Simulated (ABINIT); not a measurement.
# LiCl (Fm-3m): a self-consistent loop beyond G0W0, cycle by cycle, part 2 of 3

Aim: iterate the self-energy on LiCl (Fm-3m) and follow the gap from cycle to cycle.

ABINIT 10.8.3; PBE and many-body steps on it, plane waves. Known limits of the many-body steps: not at the basis limit; coarse k mesh.

So far. Step 5 (evGW0, cycle 1): Against G0W0 in ABINIT (4×4×4 mesh, 256 bands, screening to 261.2 eV, Godby-Needs plasmon pole), the gap moves by +0.629 eV. This first cycle still uses the starting levels; it takes the full correction, at all points of the mesh, and its linearised value is 9.015 eV. Step 6 (evGW0, cycle 2): Against the cycle before, the gap moves by −0.209 eV.

## 7. evGW0, cycle 3

Level of this step: evGW0 on PBE, plane waves, norm-conserving pseudopotentials (ABINIT).

File run.abi:

```
acell 3*1.0 Angstrom
rprim 
  0.000000000000 2.571500000000 2.571500000000
  2.571500000000 0.000000000000 2.571500000000
  2.571500000000 2.571500000000 -0.000000000000
ntypat 2
znucl 3 17
natom 2
typat 1 2
xred 
  0.000000000000 0.000000000000 0.000000000000
  0.500000000000 0.500000000000 0.500000000000
pp_dirpath "pseudos"
pseudos "Li.upf, Cl.upf"
ecut 33
ngkpt 4 4 4
nshiftk 1
shiftk 0 0 0
kptopt 1
chksymbreak 0
istwfk *1
occopt 1
irdwfk 1
optdriver 4
nband 256
gwcalctyp 10
ecutsigx 33
symsigma 1
nkptgw 8
kptgw 
  0.0000000000 0.0000000000 0.0000000000
  0.2500000000 0.0000000000 0.0000000000
  0.5000000000 0.0000000000 0.0000000000
  0.2500000000 0.2500000000 0.0000000000
  0.5000000000 0.2500000000 0.0000000000
  -0.2500000000 0.2500000000 0.0000000000
  0.5000000000 0.5000000000 0.0000000000
  -0.2500000000 0.5000000000 0.2500000000
bdgw 
  1 11
  1 11
  1 11
  1 11
  1 11
  1 11
  1 11
  1 11
ecuteps 9.6
irdscr 1
ppmodel 1
irdqps 1
indata_prefix "in"
outdata_prefix "out"
tmpdata_prefix "tmp"
```

On the command line:

```bash
$ OMP_NUM_THREADS=1 mpirun -n 4 abinit run.abi > log
```

The program printed:

```text
.Version 10.8.3 of ABINIT. v10.8.2 released Aug 2026.

 Symmetries : space group Fm -3 m (#225); Bravais cF (face-center cubic)
[... echo of the input left out ...]
== DATASET  1 ==================================================================
-   mpi_nproc: 4, omp_nthreads: 1 (-1 if OMP is not activated)

--- !DatasetInfo
iteration_state: {dtset: 1, }
dimensions: {natom: 2, nkpt: 8, mband: 256, nsppol: 1, nspinor: 1, nspden: 1, mpw: 2120, }
cutoff_energies: {ecut:  33.0, pawecutdg:  -1.0, }
[...]
.  kptgw no:  3; Maximum DeltaE = (  -0.439   0.099) for band index:  2
[...]
.  kptgw no:  7; Maximum DeltaE = (  -0.191  -0.006) for band index:  2
.  kptgw no:  8; Maximum DeltaE = (  -0.023   0.041) for band index:  1

== END DATASET(S) ==============================================================
================================================================================

 -outvars: echo values of variables after computation  --------
           etotal      0.0000000000E+00
            nband         256
             nkpt           8
          spgroup         225
 [... the other variables as echoed above ...]

 Calculation completed.
```

Elapsed: 12 min, on 4 MPI ranks of Intel Xeon Platinum 8259CL at 2.50GHz (Skylake/Cascade Lake), shared host; peak memory 1.4 GiB; 49 min of CPU time.

This step gave:

```
quasiparticle gap on the mesh                         : 9.449 eV
gap of the density functional on the mesh             : 6.285 eV
k of the valence top                                  : 0, 0, 0
k of the conduction bottom                            : 0, 0, 0
least direct quasiparticle gap on the computed points : 9.449 eV
```

Against the cycle before, the gap moves by +0.014 eV.

## 8. evGW0, cycle 4

run.abi is that of step 7.

The program printed:

```text
.Version 10.8.3 of ABINIT. v10.8.2 released Aug 2026.

 Symmetries : space group Fm -3 m (#225); Bravais cF (face-center cubic)
[... echo of the input left out ...]
== DATASET  1 ==================================================================
-   mpi_nproc: 4, omp_nthreads: 1 (-1 if OMP is not activated)

--- !DatasetInfo
iteration_state: {dtset: 1, }
dimensions: {natom: 2, nkpt: 8, mband: 256, nsppol: 1, nspinor: 1, nspden: 1, mpw: 2120, }
cutoff_energies: {ecut:  33.0, pawecutdg:  -1.0, }
[...]
.  kptgw no:  3; Maximum DeltaE = (   0.044   0.300) for band index:  2
[...]
.  kptgw no:  7; Maximum DeltaE = (   0.387  -0.009) for band index:  2
.  kptgw no:  8; Maximum DeltaE = (   0.021   0.034) for band index:  2

== END DATASET(S) ==============================================================
================================================================================

 -outvars: echo values of variables after computation  --------
           etotal      0.0000000000E+00
            nband         256
             nkpt           8
          spgroup         225
 [... the other variables as echoed above ...]

 Calculation completed.
```

Wall time 13 min (4 MPI ranks); peak memory 1.4 GiB.

Numbers from this step:

```
quasiparticle gap on the mesh                         : 9.448 eV
gap of the density functional on the mesh             : 6.285 eV
k of the valence top                                  : 0, 0, 0
k of the conduction bottom                            : 0, 0, 0
least direct quasiparticle gap on the computed points : 9.448 eV
```

Against the cycle before, the gap moves by −0.001 eV.

## 9. Screening, 4×4×4 mesh, 256 bands, screening to 261.2 eV

This step: RPA screening on PBE, plane waves, norm-conserving pseudopotentials.

File run.abi:

```
acell 3*1.0 Angstrom
rprim 
  0.000000000000 2.571500000000 2.571500000000
  2.571500000000 0.000000000000 2.571500000000
  2.571500000000 2.571500000000 -0.000000000000
ntypat 2
znucl 3 17
natom 2
typat 1 2
xred 
  0.000000000000 0.000000000000 0.000000000000
  0.500000000000 0.500000000000 0.500000000000
pp_dirpath "pseudos"
pseudos "Li.upf, Cl.upf"
ecut 33
ngkpt 4 4 4
nshiftk 1
shiftk 0 0 0
kptopt 1
chksymbreak 0
istwfk *1
occopt 1
irdwfk 1
optdriver 3
nband 256
ecuteps 9.6
inclvkb 2
awtr 1
symchi 1
gwcalctyp 10
mbpt_sciss 3.406 eV
nqptdm 1
qptdm 
  0 0 0
indata_prefix "in"
outdata_prefix "out"
tmpdata_prefix "tmp"
```

The program printed:

```text
.Version 10.8.3 of ABINIT. v10.8.2 released Aug 2026.

 Symmetries : space group Fm -3 m (#225); Bravais cF (face-center cubic)
[... echo of the input left out ...]
== DATASET  1 ==================================================================
-   mpi_nproc: 4, omp_nthreads: 1 (-1 if OMP is not activated)

--- !DatasetInfo
iteration_state: {dtset: 1, }
dimensions: {natom: 2, nkpt: 8, mband: 256, nsppol: 1, nspinor: 1, nspden: 1, mpw: 2120, }
cutoff_energies: {ecut:  33.0, pawecutdg:  -1.0, }
electrons: {nelect:   1.00000000E+01, charge:   0.00000000E+00, occopt:   1.00000000E+00, tsmear:   1.00000000E-02, }

 SCREENING: Calculation of the susceptibility and dielectric matrices

 Based on a program developped by R.W. Godby, V. Olevano, G. Onida, and L. Reining.
 Incorporated in ABINIT by V. Olevano, G.-M. Rignanese, and M. Torrent.
.Using double precision arithmetic ; gwpc =  8

[... cell and pseudopotentials left out ...]
--------------------------------------------------------------------------------

 ==== K-mesh for the wavefunctions ====
 Number of points in the irreducible wedge :     8
[... list of points left out ...]
 Together with 48 symmetry operations and time-reversal symmetry
 yields    64 points in the full Brillouin Zone.

 ==== Q-mesh for the screening function ====
 Number of points in the irreducible wedge :     8
[... list of points left out ...]
 Together with 48 symmetry operations and time-reversal symmetry
 yields    64 points in the full Brillouin Zone.

 setmesh: FFT mesh size selected  =    27x   27x   27
          total number of points  =        19683

 vcoul_init : cutoff-mode = AUXILIARY_FUNCTION
 q-points for optical limit:   1
     1)      0.000010    0.000020    0.000030

 Dielectric matrix will be calculated only for some
 selected q points provided by the user through the input variables
 nqptdm and qptdm

- screening: taking advantage of time-reversal symmetry
- Maximum band index for partially occupied states nbvw = 5
- Remaining bands to be divided among processors   nbcw = 251
- Number of bands treated by each node ~62

 rdqps: reading QP wavefunctions of the previous step
        looking for file in_QPS
 file not found, 1st iteration initialized with KS eigenelements

 screening : performing a first self-consistency
 update of the energies in W by a scissor operator
 applying a scissor operator of [eV] :   3.406

 Number of electrons calculated from density =   10.0000; Expected =   10.0000
 average of density, n =  0.043573
 r_s =    1.7629
 omega_plasma =   20.1355 [eV]

 calculating chi0 at frequencies [eV] :
  1    0.000000E+00    0.000000E+00
  2    0.000000E+00    2.013550E+01

--------------------------------------------------------------------------------
  q-point number  1        q = ( 0.000000, 0.000000, 0.000000) [r.l.u.]
--------------------------------------------------------------------------------
[... chi0 elements left out ...]
 For q-point:  0.000010 0.000020 0.000030
  dielectric constant =   2.4064
  dielectric constant without local fields =   2.7393

  Average fulfillment of the sum rule on Im[epsilon] for q-point    1 :     99.05  [%]
[... wings left out ...]
== END DATASET(S) ==============================================================
================================================================================

 -outvars: echo values of variables after computation  --------
           etotal      0.0000000000E+00
            nband         256
             nkpt           8
          spgroup         225
 [... the other variables as echoed above ...]

 Calculation completed.
```

It took 7.6 s on 4 MPI ranks; peak memory 0.88 GiB; 29 s of CPU time.

Numbers from this step:

| Item | Value |
| --- | --- |
| ε∞ with local fields, on this mesh, along the program's q direction | 2.406 |
| the same without local fields | 2.739 |
| plasma frequency | 20.14 eV |
| plane waves in the screening matrix | 331 |

This screening uses the functional's bands under a rigid shift, the mean opening of the cycle before.

## 10. Screening, 4×4×4 mesh, 256 bands, screening to 261.2 eV

This step: RPA screening on PBE from quasiparticle energies, plane waves, norm-conserving pseudopotentials.

Edit run.abi of step 9 so:

```diff
@@ -29,7 +29,13 @@
 symchi 1
+irdqps 1
 gwcalctyp 10
-mbpt_sciss 3.406 eV
-nqptdm 1
+nqptdm 7
 qptdm 
-  0 0 0
+  0.2500000000 0.0000000000 0.0000000000
+  0.5000000000 0.0000000000 0.0000000000
+  0.2500000000 0.2500000000 0.0000000000
+  0.5000000000 0.2500000000 0.0000000000
+  -0.2500000000 0.2500000000 0.0000000000
+  0.5000000000 0.5000000000 0.0000000000
+  -0.2500000000 0.5000000000 0.2500000000
 indata_prefix "in"
```

File mrgscr.stdin:

```
2
merged
q0_SCR
out_SCR
1
```

On the command line:

```bash
$ OMP_NUM_THREADS=1 mpirun -n 4 abinit run.abi > log; mrgscr < mrgscr.stdin
```

The program printed:

```text
.Version 10.8.3 of ABINIT. v10.8.2 released Aug 2026.

 Symmetries : space group Fm -3 m (#225); Bravais cF (face-center cubic)
[... echo of the input left out ...]
== DATASET  1 ==================================================================
-   mpi_nproc: 4, omp_nthreads: 1 (-1 if OMP is not activated)

--- !DatasetInfo
iteration_state: {dtset: 1, }
dimensions: {natom: 2, nkpt: 8, mband: 256, nsppol: 1, nspinor: 1, nspden: 1, mpw: 2120, }
cutoff_energies: {ecut:  33.0, pawecutdg:  -1.0, }
[...]
q-point number  1        q = ( 0.250000, 0.000000, 0.000000) [r.l.u.]
--------------------------------------------------------------------------------
[... chi0 elements left out ...]
  Average fulfillment of the sum rule on Im[epsilon] for q-point    2 :    109.46  [%]

--------------------------------------------------------------------------------
  q-point number  2        q = ( 0.500000, 0.000000, 0.000000) [r.l.u.]
--------------------------------------------------------------------------------
[... chi0 elements left out ...]
  Average fulfillment of the sum rule on Im[epsilon] for q-point    3 :    104.14  [%]

 [... 5 further q-points ...]
```

The job ended after 56 s (4 MPI ranks; peak memory 1.1 GiB; 3.7 min of CPU time).

Numbers from this step:

* plasma frequency: 20.14 eV
* plane waves in the screening matrix: 331

This screening reads the quasiparticle levels of the cycle before.

## 11. evGW, cycle 1

This step: evGW on PBE, plane waves, norm-conserving pseudopotentials.

Edit run.abi of step 10 so:

```diff
@@ -23,12 +23,10 @@
 irdwfk 1
-optdriver 3
+optdriver 4
 nband 256
-ecuteps 9.6
-inclvkb 2
-awtr 1
-symchi 1
-irdqps 1
 gwcalctyp 10
-nqptdm 7
-qptdm 
+ecutsigx 33
+symsigma 1
+nkptgw 8
+kptgw 
+  0.0000000000 0.0000000000 0.0000000000
   0.2500000000 0.0000000000 0.0000000000
@@ -40,2 +38,15 @@
   -0.2500000000 0.5000000000 0.2500000000
+bdgw 
+  1 11
+  1 11
+  1 11
+  1 11
+  1 11
+  1 11
+  1 11
+  1 11
+ecuteps 9.6
+irdscr 1
+ppmodel 1
+irdqps 1
 indata_prefix "in"
```

On the command line:

```bash
$ OMP_NUM_THREADS=1 mpirun -n 4 abinit run.abi > log
```

The program printed:

```text
.Version 10.8.3 of ABINIT. v10.8.2 released Aug 2026.

 Symmetries : space group Fm -3 m (#225); Bravais cF (face-center cubic)
[... echo of the input left out ...]
== DATASET  1 ==================================================================
-   mpi_nproc: 4, omp_nthreads: 1 (-1 if OMP is not activated)

--- !DatasetInfo
iteration_state: {dtset: 1, }
dimensions: {natom: 2, nkpt: 8, mband: 256, nsppol: 1, nspinor: 1, nspden: 1, mpw: 2120, }
cutoff_energies: {ecut:  33.0, pawecutdg:  -1.0, }
[...]
.  kptgw no:  3; Maximum DeltaE = (  -0.803  -0.024) for band index:  2
[...]
.  kptgw no:  7; Maximum DeltaE = (  -1.278   0.016) for band index:  2
.  kptgw no:  8; Maximum DeltaE = (  -0.926  -0.014) for band index:  2

== END DATASET(S) ==============================================================
================================================================================

 -outvars: echo values of variables after computation  --------
           etotal      0.0000000000E+00
            nband         256
             nkpt           8
          spgroup         225
 [... the other variables as echoed above ...]

 Calculation completed.
```

It took 15 min on 4 MPI ranks; peak memory 1.4 GiB; 62 min of CPU time.

Numbers from this step:

* quasiparticle gap on the mesh: 10.07 eV
* gap of the density functional on the mesh: 6.285 eV
* k of the valence top: 0, 0, 0
* k of the conduction bottom: 0, 0, 0
* least direct quasiparticle gap on the computed points: 10.07 eV

Against G0W0 in ABINIT (4×4×4 mesh, 256 bands, screening to 261.2 eV, Godby-Needs plasmon pole), the gap moves by +1.052 eV.

## 12. Screening, 4×4×4 mesh, 256 bands, screening to 261.2 eV

This step: RPA screening on PBE, plane waves, norm-conserving pseudopotentials.

File run.abi:

```
acell 3*1.0 Angstrom
rprim 
  0.000000000000 2.571500000000 2.571500000000
  2.571500000000 0.000000000000 2.571500000000
  2.571500000000 2.571500000000 -0.000000000000
ntypat 2
znucl 3 17
natom 2
typat 1 2
xred 
  0.000000000000 0.000000000000 0.000000000000
  0.500000000000 0.500000000000 0.500000000000
pp_dirpath "pseudos"
pseudos "Li.upf, Cl.upf"
ecut 33
ngkpt 4 4 4
nshiftk 1
shiftk 0 0 0
kptopt 1
chksymbreak 0
istwfk *1
occopt 1
irdwfk 1
optdriver 3
nband 256
ecuteps 9.6
inclvkb 2
awtr 1
symchi 1
gwcalctyp 10
mbpt_sciss 4.050 eV
nqptdm 1
qptdm 
  0 0 0
indata_prefix "in"
outdata_prefix "out"
tmpdata_prefix "tmp"
```

The program printed:

```text
.Version 10.8.3 of ABINIT. v10.8.2 released Aug 2026.

 Symmetries : space group Fm -3 m (#225); Bravais cF (face-center cubic)
[... echo of the input left out ...]
== DATASET  1 ==================================================================
-   mpi_nproc: 4, omp_nthreads: 1 (-1 if OMP is not activated)

--- !DatasetInfo
iteration_state: {dtset: 1, }
dimensions: {natom: 2, nkpt: 8, mband: 256, nsppol: 1, nspinor: 1, nspden: 1, mpw: 2120, }
cutoff_energies: {ecut:  33.0, pawecutdg:  -1.0, }
[...]
[... chi0 elements left out ...]
 For q-point:  0.000010 0.000020 0.000030
  dielectric constant =   2.3486
  dielectric constant without local fields =   2.6600

  Average fulfillment of the sum rule on Im[epsilon] for q-point    1 :    100.42  [%]
[... wings left out ...]
== END DATASET(S) ==============================================================
================================================================================

 -outvars: echo values of variables after computation  --------
           etotal      0.0000000000E+00
            nband         256
             nkpt           8
          spgroup         225
 [... the other variables as echoed above ...]

 Calculation completed.
```

Run time: 10 s. Hardware: 4 MPI ranks; peak memory 1 GiB; 39 s of CPU time.

This step gave:

```yaml
eps_infinity_with_local_fields_on_this_mesh_along_the_program_s_q_direction: 2.349
the_same_without_local_fields: 2.66
plasma_frequency: 20.14 eV
plane_waves_in_the_screening_matrix: 331
```

This screening uses the functional's bands under a rigid shift, the mean opening of the cycle before.

## 13. Screening, 4×4×4 mesh, 256 bands, screening to 261.2 eV

This step: RPA screening on PBE from quasiparticle energies, plane waves, norm-conserving pseudopotentials.

Edit run.abi of step 12 so:

```diff
@@ -29,7 +29,13 @@
 symchi 1
+irdqps 1
 gwcalctyp 10
-mbpt_sciss 4.050 eV
-nqptdm 1
+nqptdm 7
 qptdm 
-  0 0 0
+  0.2500000000 0.0000000000 0.0000000000
+  0.5000000000 0.0000000000 0.0000000000
+  0.2500000000 0.2500000000 0.0000000000
+  0.5000000000 0.2500000000 0.0000000000
+  -0.2500000000 0.2500000000 0.0000000000
+  0.5000000000 0.5000000000 0.0000000000
+  -0.2500000000 0.5000000000 0.2500000000
 indata_prefix "in"
```

mrgscr.stdin is that of step 10.

On the command line:

```bash
$ OMP_NUM_THREADS=1 mpirun -n 4 abinit run.abi > log; mrgscr < mrgscr.stdin
```

The program printed:

```text
.Version 10.8.3 of ABINIT. v10.8.2 released Aug 2026.

 Symmetries : space group Fm -3 m (#225); Bravais cF (face-center cubic)
[... echo of the input left out ...]
== DATASET  1 ==================================================================
-   mpi_nproc: 4, omp_nthreads: 1 (-1 if OMP is not activated)

--- !DatasetInfo
iteration_state: {dtset: 1, }
dimensions: {natom: 2, nkpt: 8, mband: 256, nsppol: 1, nspinor: 1, nspden: 1, mpw: 2120, }
cutoff_energies: {ecut:  33.0, pawecutdg:  -1.0, }
[...]
q-point number  1        q = ( 0.250000, 0.000000, 0.000000) [r.l.u.]
--------------------------------------------------------------------------------
[... chi0 elements left out ...]
  Average fulfillment of the sum rule on Im[epsilon] for q-point    2 :    112.30  [%]

--------------------------------------------------------------------------------
  q-point number  2        q = ( 0.500000, 0.000000, 0.000000) [r.l.u.]
--------------------------------------------------------------------------------
[... chi0 elements left out ...]
  Average fulfillment of the sum rule on Im[epsilon] for q-point    3 :    106.20  [%]

 [... 5 further q-points ...]
```

Run time: 70 s. Hardware: 4 MPI ranks; peak memory 1.1 GiB.

Numbers from this step:

| Item | Value |
| --- | --- |
| plasma frequency | 20.14 eV |
| plane waves in the screening matrix | 331 |

This screening reads the quasiparticle levels of the cycle before.

## 14. evGW, cycle 2

This step: evGW on PBE, plane waves, norm-conserving pseudopotentials.

Edit run.abi of step 13 so:

```diff
@@ -23,12 +23,10 @@
 irdwfk 1
-optdriver 3
+optdriver 4
 nband 256
-ecuteps 9.6
-inclvkb 2
-awtr 1
-symchi 1
-irdqps 1
 gwcalctyp 10
-nqptdm 7
-qptdm 
+ecutsigx 33
+symsigma 1
+nkptgw 8
+kptgw 
+  0.0000000000 0.0000000000 0.0000000000
   0.2500000000 0.0000000000 0.0000000000
@@ -40,2 +38,15 @@
   -0.2500000000 0.5000000000 0.2500000000
+bdgw 
+  1 11
+  1 11
+  1 11
+  1 11
+  1 11
+  1 11
+  1 11
+  1 11
+ecuteps 9.6
+irdscr 1
+ppmodel 1
+irdqps 1
 indata_prefix "in"
```

On the command line:

```bash
$ OMP_NUM_THREADS=1 mpirun -n 4 abinit run.abi > log
```

The program printed:

```text
.Version 10.8.3 of ABINIT. v10.8.2 released Aug 2026.

 Symmetries : space group Fm -3 m (#225); Bravais cF (face-center cubic)
[... echo of the input left out ...]
== DATASET  1 ==================================================================
-   mpi_nproc: 4, omp_nthreads: 1 (-1 if OMP is not activated)

--- !DatasetInfo
iteration_state: {dtset: 1, }
dimensions: {natom: 2, nkpt: 8, mband: 256, nsppol: 1, nspinor: 1, nspden: 1, mpw: 2120, }
cutoff_energies: {ecut:  33.0, pawecutdg:  -1.0, }
[...]
.  kptgw no:  3; Maximum DeltaE = (  -0.075   0.029) for band index:  1
[...]
.  kptgw no:  7; Maximum DeltaE = (   0.100  -0.037) for band index:  2
.  kptgw no:  8; Maximum DeltaE = (  -0.062   0.040) for band index:  1

== END DATASET(S) ==============================================================
================================================================================

 -outvars: echo values of variables after computation  --------
           etotal      0.0000000000E+00
            nband         256
             nkpt           8
          spgroup         225
 [... the other variables as echoed above ...]

 Calculation completed.
```

The job ended after 16 min (4 MPI ranks; peak memory 1.4 GiB).

This step gave:

```yaml
quasiparticle_gap_on_the_mesh: 10.15 eV
gap_of_the_density_functional_on_the_mesh: 6.285 eV
k_of_the_valence_top: 0, 0, 0
k_of_the_conduction_bottom: 0, 0, 0
least_direct_quasiparticle_gap_on_the_computed_points: 10.15 eV
```

Against the cycle before, the gap moves by +0.085 eV.

(Part 2 of 3 ends here.)

[Paths, hosts, dates, memory and timing lines, banners, echoed tables and standing remarks are left out of the program output.]

[Logs are printed without paths, hosts, clocks, repeated set-up lines and the standing remarks that a program may print on its own settings, such as how far it seeks lower states.]

[Runs of the session that timed out or met a known fault of the program may be left out.]

[Hosts, paths, dates, database ids (printed as entryN), source tags and the programs' standing remarks are cut or masked in the printed files.]

[G0W0 gaps are taken among the corrected bands and points alone; a level outside them can change the order at an edge.]

[Where Ansatz stands beside ABINIT at settings called matched, ABINIT's density can come from a denser mesh and the files from another edition; pairs whose starting gaps differed by over 0.03 eV were left out, so agreement reads better than it is.]
